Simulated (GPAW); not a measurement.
# GaP (F-43m): refractive index against wavelength

The refractive index of GaP (F-43m) below the direct gap (1.89 eV on the mesh) is read from one computed spectrum, n = √(Re ε).

Symmetry: F-43m, No. 216, cubic system. The conventional cell has a = 5.451 Å, b = 5.451 Å, c = 5.451 Å, α = 90.00°, β = 90.00°, γ = 90.00°. Around Ga on site a lie 4 P at 2.36 Å. Around P on site c lie 4 Ga at 2.36 Å.

Method: GPAW 26.7.0, PBE, RPA, k-mesh 11×11×11, local fields up to 60 eV, Lorentzian half width 0.15 eV.

Launch of the response step: `OMP_NUM_THREADS=1 python df.py`. The run took 61 s, its band step included, on 1 thread of Arm Neoverse V1, with other jobs on the host.

| wavelength (nm) | photon energy E (eV) | n |
| --- | --- | --- |
| 3000 | 0.413 | 3.1089 |
| 2000 | 0.620 | 3.1276 |
| 1550 | 0.800 | ? |
| 1310 | 0.946 | 3.1752 |
| 1064 | 1.165 | 3.2224 |

In the single-oscillator model n² − 1 = E₀E_d/(E₀² − E²), so 1/(n² − 1) = E₀/E_d − E²/(E₀E_d) is linear in E².

Working, on the rows shown:

| x = E² (eV²) | y = 1/(n² − 1) |
| --- | --- |
| 0.170801 | 0.115403 |
| 0.384302 | 0.113871 |
| 0.895757 | 0.110109 |
| 1.35784 | 0.106566 |

Means: x̄ = 0.70218, ȳ = 0.11149. Σ(x − x̄)(y − ȳ) = -0.006332, Σ(x − x̄)² = 0.8508. Slope = -0.006332 / 0.8508 = -0.007443; intercept = ȳ − slope · x̄ = 0.11671. Turned back into n, the line misses the rows shown by at most 0.00081.

Q: Fill in the last column of the withheld row.

A: At x = 0.63984 the line gives y = 0.11195, that is 3.1516. The run gave 3.1509, so the interpolation is off by 0.00068, 0.6 % of the range in the table.

Refitted with all rows, the slope is -0.007446 and the intercept 0.11673. These give E₀ = √(intercept/−slope) = 3.96 eV and E_d = E₀/intercept = 33.9 eV; E₀ is 2.1 times the direct gap. The electronic limit at long wavelengths, without lattice vibrations, is n = √(1 + 1/intercept) = 3.093. Excitons are left out; PBE gaps are as a rule too small. The values come from a sum over the points of one k-mesh and carry its error, which grows as the direct gap shrinks. Spin-orbit coupling is left out.
